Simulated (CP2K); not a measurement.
Consider benzonitrile at its PBE geometry (Å).

```xyz
13

N     3.6031    0.6442    0.0427
C     2.4549    0.4365    0.0274
C     1.0473    0.1855    0.0107
C     0.1424    1.2594    0.1027
C    -1.2287    1.0084    0.0871
C    -1.7039   -0.3031   -0.0188
C    -0.8043   -1.3703   -0.1098
C     0.5695   -1.1342   -0.0956
H     0.5235    2.2759    0.1858
H    -1.9291    1.8399    0.1582
H    -2.7771   -0.4922   -0.0313
H    -1.1752   -2.3913   -0.1931
H     1.2775   -1.9584   -0.1659
```

Method: CP2K XAS_TDP, all-electron GAPW, PBEh(45%), aug-cc-pVDZ, TDA, no relativity.

Question: Predict the bright core excitations at the C K edge.

Leading lines: C2 282.01 eV, C3 281.93 eV, C4 281.20 eV, C5 281.41 eV and C6 281.11 eV. The leading line of an atom is its first one with 35 % of the strongest within 2.5 eV of its lowest line over the strength cut. 

The first six lines of each atom with a strength over 0.0015:

```
                             atom  energy (eV)  states  strength, one atom
           C2 (bonded to C and N)       282.01       1              0.0349
                                        282.48       1              0.0569
                                        285.50       1              0.0275
                                        286.98       1              0.0020
                                        287.07       1              0.0018
                                        287.90       1              0.0018
               C3 (bonded to 3 C)       281.93       1              0.0417
                                        285.82       1              0.0058
                                        286.63       1              0.0125
                                        286.69       1              0.0049
                                        287.02       1              0.0035
                                        287.37       1              0.0016
C4 (bonded to 2 C and H), 2 alike       281.20       1              0.0528
                                        284.89       1              0.0119
                                        285.89       1              0.0041
                                        285.96       1              0.0027
                                        286.44       1              0.0025
                                        286.45       1              0.0032
C5 (bonded to 2 C and H), 2 alike       281.41       1              0.0519
                                        284.55       1              0.0116
                                        285.69       1              0.0021
                                        286.26       1              0.0045
                                        286.28       1              0.0018
                                        286.79       1              0.0055
         C6 (bonded to 2 C and H)       281.11       1              0.0515
                                        284.60       1              0.0117
                                        285.86       1              0.0036
                                        286.30       1              0.0066
                                        286.78       1              0.0049
                                        287.46       1              0.0057
```

Lines are vertical, at one geometry, with no vibrational structure. Without a correction of the core level, line positions, and the gaps between valence and Rydberg lines, follow the share of exact exchange. At this level such K lines come out 3 to 6 eV under measured ones. These values hold no scalar relativity, about 0.1 eV for C 1s. Rydberg lines, and the discretised continuum above threshold, depend on the basis and the box.

[Banner, clock and machine lines of the logs are left out without a mark of their own.]

[Logs are printed without paths, hosts, clocks, repeated set-up lines and the standing remarks that a program may print on its own settings, such as how far it seeks lower states.]

[Hosts, paths, dates, database ids (printed as entryN), source tags and the programs' standing remarks are cut or masked in the printed files.]
